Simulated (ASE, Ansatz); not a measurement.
## Random fcc alloy of Ir and Pd (108 atoms): geometry optimisation

Aim: bring random fcc alloy of Ir and Pd (108 atoms) to a nearby minimum of the energy and see what moves.

Main program and level: Ansatz 0.2.0; Kohn-Sham DFT, PBE, PAW (set soft_2), plane waves.

This is a report of a sequence of runs, with most program output left out.

## 1. The starting structure

The cell holds 108 atoms: 94 Pd and 14 Ir. Its edges and angles: a = 11.650 Å, b = 11.650 Å, c = 11.650 Å, α = 90.0°, β = 90.0°, γ = 90.0°. It derives from Ir (fcc) and Pd, repeated 3×3×3. Fcc Ir, 3 x 3 x 3 conventional cells, 94 of 108 Ir sites given to Pd at random (x = 0.870), lattice by Vegard's rule (a = 3.883 Å); not relaxed, displaced by a Gaussian of 0.02 Å.

Before any run, some limits are plain. The host structure and its lattice constant were typed by rule, without a check against the phase diagram. The levels lack spin–orbit coupling, which is large for the heavy elements here.

## 2. Single point at the start

The forces at the start show how far the geometry lies from a minimum of this functional.

The input, input.yaml:

```yaml
crystal:
  lattice:
    - [11.6502, 0.0, 0.0]
    - [0.0, 11.6502, 0.0]
    - [0.0, 0.0, 11.6502]
  atoms:
    - { symbol: Pd, position: [0.9967, 0.99858, 0.99678] }
    - { symbol: Pd, position: [0.99762, 0.16719, 0.16537] }
    - { symbol: Pd, position: [0.16479, 0.00037, 0.16679] }
    - { symbol: Pd, position: [0.167, 0.16433, 0.99962] }
    - { symbol: Pd, position: [0.99986, 0.00215, 0.3315] }
    - { symbol: Pd, position: [0.00063, 0.16533, 0.5007] }
    - { symbol: Pd, position: [0.16912, 0.99853, 0.50043] }
    - { symbol: Pd, position: [0.16634, 0.16511, 0.33174] }
    - { symbol: Pd, position: [0.0005, 0.00099, 0.66516] }
    - { symbol: Pd, position: [0.00316, 0.16439, 0.83398] }
    - { symbol: Ir, position: [0.16619, 0.99828, 0.8319] }
    - { symbol: Ir, position: [0.16636, 0.16669, 0.66336] }
    - { symbol: Pd, position: [0.9991, 0.33304, 0.99872] }
    - { symbol: Pd, position: [7.0e-05, 0.49743, 0.1665] }
    - { symbol: Pd, position: [0.16697, 0.33736, 0.16638] }
    - { symbol: Pd, position: [0.1689, 0.4986, 0.99854] }
    - { symbol: Ir, position: [0.00078, 0.33264, 0.33376] }
    - { symbol: Pd, position: [0.00113, 0.49952, 0.49943] }
    - { symbol: Pd, position: [0.16608, 0.33431, 0.49943] }
    - { symbol: Pd, position: [0.16724, 0.50026, 0.33352] }
    - { symbol: Pd, position: [0.99873, 0.3309, 0.66211] }
    - { symbol: Pd, position: [0.99996, 0.49963, 0.83166] }
    - { symbol: Pd, position: [0.16884, 0.33349, 0.83431] }
    - { symbol: Pd, position: [0.16191, 0.49981, 0.66842] }
    - { symbol: Ir, position: [0.99786, 0.6689, 0.00409] }
    - { symbol: Ir, position: [0.99783, 0.82914, 0.16734] }
    - { symbol: Pd, position: [0.16584, 0.66785, 0.16534] }
    - { symbol: Pd, position: [0.1682, 0.83317, 0.0002] }
    - { symbol: Pd, position: [0.00337, 0.66537, 0.3347] }
    - { symbol: Pd, position: [0.00124, 0.83552, 0.49954] }
    - { symbol: Pd, position: [0.16848, 0.66611, 0.4974] }
    - { symbol: Pd, position: [0.1678, 0.83412, 0.33702] }
    - { symbol: Pd, position: [0.00073, 0.66518, 0.66868] }
    - { symbol: Pd, position: [0.00069, 0.83305, 0.83286] }
    - { symbol: Pd, position: [0.16743, 0.66555, 0.83492] }
    - { symbol: Pd, position: [0.16591, 0.83292, 0.66532] }
    - { symbol: Pd, position: [0.33423, 0.00281, 0.99593] }
    - { symbol: Pd, position: [0.33087, 0.16361, 0.16518] }
    - { symbol: Pd, position: [0.50569, 0.00103, 0.16715] }
    - { symbol: Pd, position: [0.50007, 0.16616, 0.00021] }
    - { symbol: Pd, position: [0.33023, 0.99863, 0.33358] }
    - { symbol: Pd, position: [0.32793, 0.16783, 0.50071] }
    - { symbol: Pd, position: [0.49973, 0.0007, 0.50276] }
    - { symbol: Pd, position: [0.50022, 0.16538, 0.33099] }
    - { symbol: Pd, position: [0.33164, 0.99891, 0.66431] }
    - { symbol: Pd, position: [0.33426, 0.16901, 0.83388] }
    - { symbol: Pd, position: [0.49713, 0.99745, 0.83284] }
    - { symbol: Pd, position: [0.49886, 0.16463, 0.66425] }
    - { symbol: Pd, position: [0.33215, 0.33463, 0.00023] }
    - { symbol: Pd, position: [0.33694, 0.49993, 0.16607] }
    - { symbol: Pd, position: [0.50047, 0.33295, 0.16967] }
    - { symbol: Pd, position: [0.49905, 0.50223, 0.00232] }
    - { symbol: Pd, position: [0.33585, 0.33504, 0.33355] }
    - { symbol: Pd, position: [0.33378, 0.49815, 0.49939] }
    - { symbol: Pd, position: [0.49829, 0.33281, 0.50252] }
    - { symbol: Pd, position: [0.50003, 0.50185, 0.33201] }
    - { symbol: Pd, position: [0.33576, 0.33441, 0.66913] }
    - { symbol: Pd, position: [0.33639, 0.49706, 0.83282] }
    - { symbol: Pd, position: [0.4994, 0.33324, 0.83633] }
    - { symbol: Pd, position: [0.4979, 0.49887, 0.66704] }
    - { symbol: Pd, position: [0.33422, 0.6647, 0.00081] }
    - { symbol: Pd, position: [0.33382, 0.83349, 0.16889] }
    - { symbol: Ir, position: [0.49919, 0.66381, 0.1675] }
    - { symbol: Ir, position: [0.49755, 0.83094, 0.99936] }
    - { symbol: Ir, position: [0.33349, 0.66495, 0.33187] }
    - { symbol: Pd, position: [0.32998, 0.8296, 0.50034] }
    - { symbol: Pd, position: [0.50018, 0.66898, 0.49839] }
    - { symbol: Pd, position: [0.49985, 0.83172, 0.33442] }
    - { symbol: Pd, position: [0.33112, 0.66593, 0.6654] }
    - { symbol: Pd, position: [0.33319, 0.83449, 0.83337] }
    - { symbol: Ir, position: [0.50067, 0.66704, 0.82978] }
    - { symbol: Pd, position: [0.49708, 0.83286, 0.6701] }
    - { symbol: Pd, position: [0.66753, 0.99863, 0.99958] }
    - { symbol: Pd, position: [0.66499, 0.16531, 0.16869] }
    - { symbol: Pd, position: [0.83512, 0.99814, 0.16579] }
    - { symbol: Pd, position: [0.83341, 0.16725, 0.00044] }
    - { symbol: Pd, position: [0.66801, 0.99934, 0.33432] }
    - { symbol: Pd, position: [0.6655, 0.16435, 0.50155] }
    [... 24 atom lines left out ...]
    - { symbol: Pd, position: [0.83397, 0.66648, 0.49974] }
    - { symbol: Pd, position: [0.83067, 0.83272, 0.33484] }
    - { symbol: Pd, position: [0.6648, 0.666, 0.66541] }
    - { symbol: Pd, position: [0.66524, 0.83423, 0.832] }
    - { symbol: Pd, position: [0.83385, 0.66838, 0.83339] }
    - { symbol: Pd, position: [0.83237, 0.83548, 0.66784] }
kpoints:
  mp_grid: { grid: [2, 2, 2] }
hamiltonian:
  xc: pbe
scf:
  occupations: { method: fermi_dirac, width: 0.1 }
output:
  forces: true
  stress: true
  populations: true
  dos:
    method: { smearing: { sigma: 0.1 } }
    de: 0.1
    projected: { site_lists: { Ir: [Ir], Pd: [Pd] } }
  eigenvalues: true
```

Launch:

```bash
> ansatz run input.yaml --threads 32 --pin off --max-ram 143360MiB --backend cuda --events-out ev --progress --plain --runs-dir out
```

Wall time 6.3 s (1 × NVIDIA GB200 with 32 threads of Arm Neoverse V2, shared host); peak memory 5.7 GiB.

That memory is the host's; the program planned up to 61.3 GiB on the GPU. Forces of this run were stored rounded, and per-atom blocks of the log weren't kept.

Numbers from this run:

```yaml
free_energy: -822538.9690 eV
free_energy_per_atom: -7616.1016 eV/atom
scf_cycles: 8
pressure: 7.41 GPa
r_m_s_force_component: 0.3103 eV/Å
longest_force: 0.9695 eV/Å
fermi_energy: 20.69 eV
levels_partly_filled_by_over_2_per_cent: 529
spilling_of_the_projection: 0.02894
```

The r.m.s. force component of 0.31 eV/Å and the pressure of 7.4 GPa set the starting point.

Length of the force by element:

```csv
element,coordination,atoms,mean length of the force (eV/Å),spread,least,most
Ir,all,14,0.588,0.230,0.198,0.966
Pd,all,94,0.486,0.190,0.102,0.970
```

## 3. Cell and atoms relaxed

Cell and atoms are freed together, to release stress as well as forces.

input.yaml, the sections that differ from step 2:

```yaml
output:
  forces: true
relax:
  f_tol: 0.05
  max_steps: 106
  cell: {}
# crystal, kpoints, hamiltonian, scf: as in step 2
```

Wall time 16 s (1 × NVIDIA GB200 with 32 threads); peak memory 2.1 GiB; 93 s of CPU time.

That memory is the host's; the program planned up to 58.8 GiB on the GPU.

The program notes that the band table was not solved further than the SCF left it.

Step by step:

```csv
step,energy less that of the first step (eV),largest force component (eV/Å),pressure (GPa),volume (Å³)
1,0.0000,0.9079,7.41,1581.25
2,-1.3756,0.2167,-5.60,1695.93
3,-2.4548,0.0413,0.30,1637.38
4,-2.4554,0.0343,0.00,1640.10
5,-2.4593,0.0044,0.00,1640.03
6*,-2.4814,0.0044,-0.02,1640.03
```

Relaxation steps marked * repeat the geometry before them on a plane-wave basis chosen anew for their cell, so energy and pressure can jump there.

```csv
cell as run,before,after,change
a (Å),11.650,11.793,+1.2 %
b (Å),11.650,11.794,+1.2 %
c (Å),11.650,11.792,+1.2 %
α (°),90.00,89.95,-0.1 %
γ (°),90.00,89.98,-0.0 %
volume (Å³/atom),14.64,15.19,+3.7 %
```

The atoms that moved most (Å, as changes of fractional coordinates times the final cell):

```csv
atom,dx,dy,dz,length
Ir12,0.003,-0.036,0.080,0.088
Pd39,-0.072,-0.019,-0.043,0.086
Pd106,0.018,-0.050,0.066,0.085
Ir71,-0.014,0.037,0.072,0.082
Pd37,-0.017,-0.068,0.036,0.079
Ir100,0.066,-0.031,0.027,0.078
Pd32,-0.005,-0.031,-0.070,0.077
Pd47,0.063,0.024,0.035,0.076
```

The relaxation changed the energy by -23.0 meV/atom, and atoms moved by 0.049 Å r.m.s., 0.088 Å at most.

## 4. Local order after relaxation

Bonds before and after, by the cutoffs listed below:

```csv
pair,bonds before,bonds after,mean before (Å),mean after (Å),spread before (Å),spread after (Å)
Pd-Pd,492,492,2.746,2.785,0.029,0.022
Pd-Ir,144,144,2.748,2.770,0.029,0.030
Ir-Ir,12,12,2.727,2.689,0.031,0.041
```

Density 12.9 g/cm³, 15.19 Å³ an atom.

g(r), total and by pair (bins of 0.2 Å):

```csv
r (Å),total,Pd-Pd,Pd-Ir,Ir-Ir
2.60,0.16,0.00,0.14,7.45
2.80,9.26,9.37,9.21,3.56
3.00,0.00,0.00,0.00,0.00
3.20,0.00,0.00,0.00,0.00
3.40,0.00,0.00,0.00,0.00
3.60,0.00,0.00,0.00,0.00
3.80,0.48,0.43,0.67,0.00
4.00,1.87,1.89,1.83,1.28
4.20,0.00,0.00,0.00,0.00
4.40,0.00,0.00,0.00,0.00
4.60,0.01,0.00,0.05,0.00
4.80,6.23,6.25,6.25,5.42
5.00,0.01,0.00,0.04,0.27
5.20,0.00,0.00,0.00,0.00
5.40,0.12,0.04,0.38,0.00
5.60,2.23,2.28,2.07,1.74
5.80,0.00,0.00,0.00,0.00
6.00,0.00,0.00,0.00,0.00
6.20,3.74,3.77,3.57,4.49
6.40,0.02,0.00,0.07,0.00
6.60,0.00,0.00,0.00,0.00
6.80,1.04,1.04,1.05,1.01
7.00,0.00,0.00,0.00,0.00
7.20,0.30,0.17,0.66,1.64
7.40,5.06,5.19,4.73,3.54
7.60,0.00,0.00,0.00,0.00
7.80,0.50,0.50,0.51,0.32
```

Bonds by pair of elements; cutoffs follow the first minimum of g(r), held within bounds set by covalent radii, and pairs that aren't listed don't count as bonded:

```csv
pair A-B,cutoff (Å),bonds,mean length (Å),spread (Å),shortest (Å),B about A,A about B
Pd-Pd,3.23,492,2.79,0.022,2.72,10.5,10.5
Pd-Ir,3.23,144,2.77,0.03,2.69,1.53,10.3
Ir-Ir,3.18,12,2.69,0.041,2.65,1.71,1.71
```

How many atoms have how many bonded neighbours:

```csv
element,mean,12
Ir,12,14
Pd,12,94
```

By these cutoffs all Ir atoms have 12 and all Pd atoms have 12 bonded neighbours.

## 5. Single point at the relaxed geometry

The electronic structure is read at the final geometry, in a run of its own.

The input, input.yaml:

```yaml
crystal:
  lattice:
    - [11.79275, 0.00247, 5.0e-05]
    - [0.00247, 11.79353, 0.00529]
    - [5.0e-05, 0.00529, 11.79212]
  atoms:
    - { symbol: Pd, position: [0.00036, 0.99972, 0.99944] }
    - { symbol: Pd, position: [0.99738, 0.16902, 0.16667] }
    - { symbol: Pd, position: [0.16445, 0.99777, 0.16734] }
    - { symbol: Pd, position: [0.16665, 0.16411, 0.99938] }
    - { symbol: Pd, position: [0.99963, 0.99627, 0.33123] }
    - { symbol: Pd, position: [0.00043, 0.16772, 0.50014] }
    - { symbol: Pd, position: [0.16635, 0.00087, 0.49997] }
    - { symbol: Pd, position: [0.16363, 0.16801, 0.33185] }
    - { symbol: Pd, position: [0.00084, 0.0012, 0.6677] }
    - { symbol: Pd, position: [0.00124, 0.16545, 0.83322] }
    - { symbol: Ir, position: [0.16718, 0.00345, 0.82918] }
    - { symbol: Ir, position: [0.16664, 0.16363, 0.67015] }
    - { symbol: Pd, position: [0.99759, 0.33242, 0.0013] }
    - { symbol: Pd, position: [0.99913, 0.49918, 0.16628] }
    - { symbol: Pd, position: [0.16603, 0.33311, 0.16644] }
    - { symbol: Pd, position: [0.16438, 0.50128, 0.99968] }
    - { symbol: Ir, position: [0.99805, 0.33403, 0.32903] }
    - { symbol: Pd, position: [0.99963, 0.49882, 0.49675] }
    - { symbol: Pd, position: [0.16415, 0.33155, 0.49984] }
    - { symbol: Pd, position: [0.16646, 0.4999, 0.33298] }
    - { symbol: Pd, position: [0.00075, 0.33207, 0.66756] }
    - { symbol: Pd, position: [0.998, 0.50045, 0.83652] }
    - { symbol: Pd, position: [0.16664, 0.3337, 0.83317] }
    - { symbol: Pd, position: [0.16642, 0.50059, 0.66656] }
    - { symbol: Ir, position: [0.99816, 0.67052, 0.00317] }
    - { symbol: Ir, position: [0.99722, 0.82998, 0.16231] }
    - { symbol: Pd, position: [0.16491, 0.66788, 0.16586] }
    - { symbol: Pd, position: [0.16417, 0.83416, 0.99885] }
    - { symbol: Pd, position: [0.9989, 0.66867, 0.33251] }
    - { symbol: Pd, position: [0.00034, 0.83267, 0.50069] }
    - { symbol: Pd, position: [0.16975, 0.6669, 0.49857] }
    - { symbol: Pd, position: [0.16735, 0.8315, 0.33109] }
    - { symbol: Pd, position: [7.0e-05, 0.66551, 0.66496] }
    - { symbol: Pd, position: [7.0e-05, 0.83501, 0.83356] }
    - { symbol: Pd, position: [0.1635, 0.66528, 0.83572] }
    - { symbol: Pd, position: [0.16693, 0.83333, 0.66888] }
    - { symbol: Pd, position: [0.33278, 0.99701, 0.99898] }
    - { symbol: Pd, position: [0.33331, 0.16578, 0.16515] }
    - { symbol: Pd, position: [0.49958, 0.99946, 0.16352] }
    - { symbol: Pd, position: [0.50142, 0.16693, 0.99851] }
    - { symbol: Pd, position: [0.33335, 0.00224, 0.3327] }
    - { symbol: Pd, position: [0.33183, 0.16686, 0.50217] }
    - { symbol: Pd, position: [0.49949, 0.99885, 0.50041] }
    - { symbol: Pd, position: [0.5007, 0.16749, 0.33317] }
    - { symbol: Pd, position: [0.33234, 1.0e-05, 0.66719] }
    - { symbol: Pd, position: [0.33164, 0.1657, 0.83293] }
    - { symbol: Pd, position: [0.50248, 0.99947, 0.83579] }
    - { symbol: Pd, position: [0.50215, 0.1664, 0.66831] }
    - { symbol: Pd, position: [0.3327, 0.33412, 0.00148] }
    - { symbol: Pd, position: [0.33251, 0.50216, 0.16728] }
    - { symbol: Pd, position: [0.50022, 0.33332, 0.16648] }
    - { symbol: Pd, position: [0.5022, 0.50199, 0.00208] }
    - { symbol: Pd, position: [0.33261, 0.33176, 0.33304] }
    - { symbol: Pd, position: [0.33377, 0.50141, 0.49734] }
    - { symbol: Pd, position: [0.50128, 0.33365, 0.49838] }
    - { symbol: Pd, position: [0.50062, 0.50014, 0.33046] }
    - { symbol: Pd, position: [0.33157, 0.3327, 0.66575] }
    - { symbol: Pd, position: [0.33624, 0.50029, 0.83495] }
    - { symbol: Pd, position: [0.50112, 0.33138, 0.83494] }
    - { symbol: Pd, position: [0.49882, 0.50052, 0.66858] }
    - { symbol: Pd, position: [0.33465, 0.66686, 0.9995] }
    - { symbol: Pd, position: [0.33545, 0.83149, 0.16627] }
    - { symbol: Ir, position: [0.49971, 0.66635, 0.16806] }
    - { symbol: Ir, position: [0.49876, 0.82561, 0.00023] }
    - { symbol: Ir, position: [0.33679, 0.66563, 0.32898] }
    - { symbol: Pd, position: [0.33303, 0.83127, 0.49732] }
    - { symbol: Pd, position: [0.49913, 0.66643, 0.49855] }
    - { symbol: Pd, position: [0.49973, 0.83215, 0.33164] }
    - { symbol: Pd, position: [0.33442, 0.66656, 0.67068] }
    - { symbol: Pd, position: [0.3332, 0.83448, 0.83547] }
    - { symbol: Ir, position: [0.49945, 0.67015, 0.83588] }
    - { symbol: Pd, position: [0.49981, 0.83243, 0.66822] }
    - { symbol: Pd, position: [0.66628, 0.998, 0.99961] }
    - { symbol: Pd, position: [0.66831, 0.16693, 0.16831] }
    - { symbol: Pd, position: [0.83451, 0.99614, 0.16426] }
    - { symbol: Pd, position: [0.8311, 0.16831, 0.00027] }
    - { symbol: Pd, position: [0.66624, 0.99883, 0.33281] }
    - { symbol: Pd, position: [0.66653, 0.16835, 0.49698] }
    [... 24 atom lines left out ...]
    - { symbol: Pd, position: [0.83129, 0.66595, 0.4999] }
    - { symbol: Pd, position: [0.83347, 0.83303, 0.33197] }
    - { symbol: Pd, position: [0.66478, 0.66632, 0.66821] }
    - { symbol: Pd, position: [0.66674, 0.83, 0.83763] }
    - { symbol: Pd, position: [0.83585, 0.66753, 0.83674] }
    - { symbol: Pd, position: [0.83287, 0.83314, 0.66686] }
kpoints:
  mp_grid: { grid: [2, 2, 2] }
hamiltonian:
  xc: pbe
scf:
  occupations: { method: fermi_dirac, width: 0.1 }
output:
  forces: true
  stress: true
  populations: true
  dos:
    method: { smearing: { sigma: 0.08 } }
    de: 0.1
    projected: { site_lists: { Ir: [Ir], Pd: [Pd] } }
  eigenvalues: true
  write_density: true
  write_potential: true
  volumetric_format: npy
```

Elapsed: 6.3 s, on 1 × NVIDIA GB200 with 32 threads; peak memory 5.9 GiB; 38 s of CPU time.

That memory is the host's; the program planned up to 62.8 GiB on the GPU.

The run gave:

* free energy: -822541.4504 eV
* free energy per atom: -7616.1245 eV/atom
* SCF cycles: 8
* pressure: -0.02505 GPa
* r.m.s. force component: 0.0015 eV/Å
* longest force: 0.00573 eV/Å
* Fermi energy: 19.7 eV
* levels partly filled by over 2 per cent: 543
* spilling of the projection: 0.02887

States in the cell by windows of 1 eV, zero at the Fermi level; some projections on atomic orbitals stand beside the total:

```csv
from (eV),to (eV),total,Pd d,Ir d
-10,-8,0.0,0.0,0.0
-8,-7,4.7,0.2,0.1
-7,-6,11.5,1.7,0.5
-6,-5,71.8,39.6,17.2
-5,-4,191.6,159.2,21.2
-4,-3,184.2,160.7,16.2
-3,-2,228.9,199.0,19.1
-2,-1,187.8,161.7,15.5
-1,0,197.2,163.9,23.1
0,1,76.7,39.2,20.3
1,2,18.5,3.2,1.7
2,3,35.0,4.1,1.8
3,4,27.4,1.7,0.8
4,5,18.1,0.8,0.4
```

The curve was stored every 0.10 eV, coarse against its broadening of 0.08 eV, so these counts are rough.

The stored curve holds about 1078 of the 1930 electrons; the rest, give or take the few that broadening carries across the Fermi level, lie in deeper levels below its range.

Not all projections were asked for or kept, so they needn't add up to the total.

The levels nearest the highest filled one (over half full), pooled over k-points and spins:

```csv
level less the highest filled one (eV),occupation
-0.0088,1.05
-0.004,1.03
-0.0028,1.02
-0.0025,1.02
-0.0021,1.02
0,1.01
0.0049,0.982
0.0059,0.977
0.0059,0.977
0.0067,0.973
0.0076,0.968
0.0107,0.953
```

Within 0.4 eV of the Fermi level the largest share is Pd d (79 % of the projected weight).

The surroundings of Pd34, picked at random, nearest first, numbered as they follow in the input and with coordinates relative to it.

```csv
atom,x,y,z,distance (Å),bonds
Pd34,0.00,0.00,0.00,0.00,12
Ir100,-1.89,-0.05,1.99,2.74,12
Pd28,1.94,-0.01,1.95,2.75,12
Pd1,0.00,1.94,1.96,2.76,12
Pd36,1.97,-0.02,-1.94,2.76,12
Pd107,-1.94,-1.98,0.04,2.77,12
Pd9,0.01,1.96,-1.95,2.77,12
Pd35,1.93,-2.00,0.02,2.78,12
Pd108,-1.97,-0.02,-1.97,2.78,12
Ir25,-0.02,-1.94,2.00,2.79,12
Pd83,-2.01,1.93,0.03,2.79,12
Ir11,1.97,1.99,-0.05,2.80,12
Pd33,0.00,-2.00,-1.99,2.82,12
```

The column of bonds counts only the pairs Pd-Pd within 3.23 Å, Pd-Ir within 3.23 Å, Ir-Ir within 3.18 Å; other neighbours, such as metal atoms beside each other in a compound, aren't counted, and periodic images can show an atom twice.

## 6. Results

| Quantity | Value |
| --- | --- |
| energy change in the relaxation | -22.98 meV/atom |
| r.m.s. displacement | 0.049 Å |
| largest displacement | 0.088 Å |
| free energy per atom | -7616.1245 eV/atom |
| density | 12.85 g/cm³ |
| pressure | -0.02505 GPa |
| r.m.s. force component | 0.0015 eV/Å |
| wall time of the 3 DFT runs | 29 s |

In words: Relaxation lowers the energy by 23.0 meV/atom and moves atoms by 0.049 Å r.m.s.; the r.m.s. force component goes from 0.31 to 0.0015 eV/Å, the pressure goes from 7.4 to -0.025 GPa. Displacements are taken in the final cell, so they leave out its strain. By the final cutoffs no bond was broken or made. The cell grew by 3.7 % in volume. First to last step the energy falls by 2.481 eV, across changes of basis; the largest move, 0.09 Å, is that of Ir12. The Pd-Pd bonds go from 2.746 Å (spread 0.029) to 2.785 Å (spread 0.022). By these cutoffs all Ir atoms have 12 and all Pd atoms have 12 bonded neighbours. 543 levels are partly filled, by over 2 % (on the run's k-points), as in a metal.

[Logs are printed without paths, hosts, clocks, repeated set-up lines and the standing remarks that a program may print on its own settings, such as how far it seeks lower states.]

[Hosts, paths, dates, database ids (printed as entryN), source tags and the programs' standing remarks are cut or masked in the printed files.]
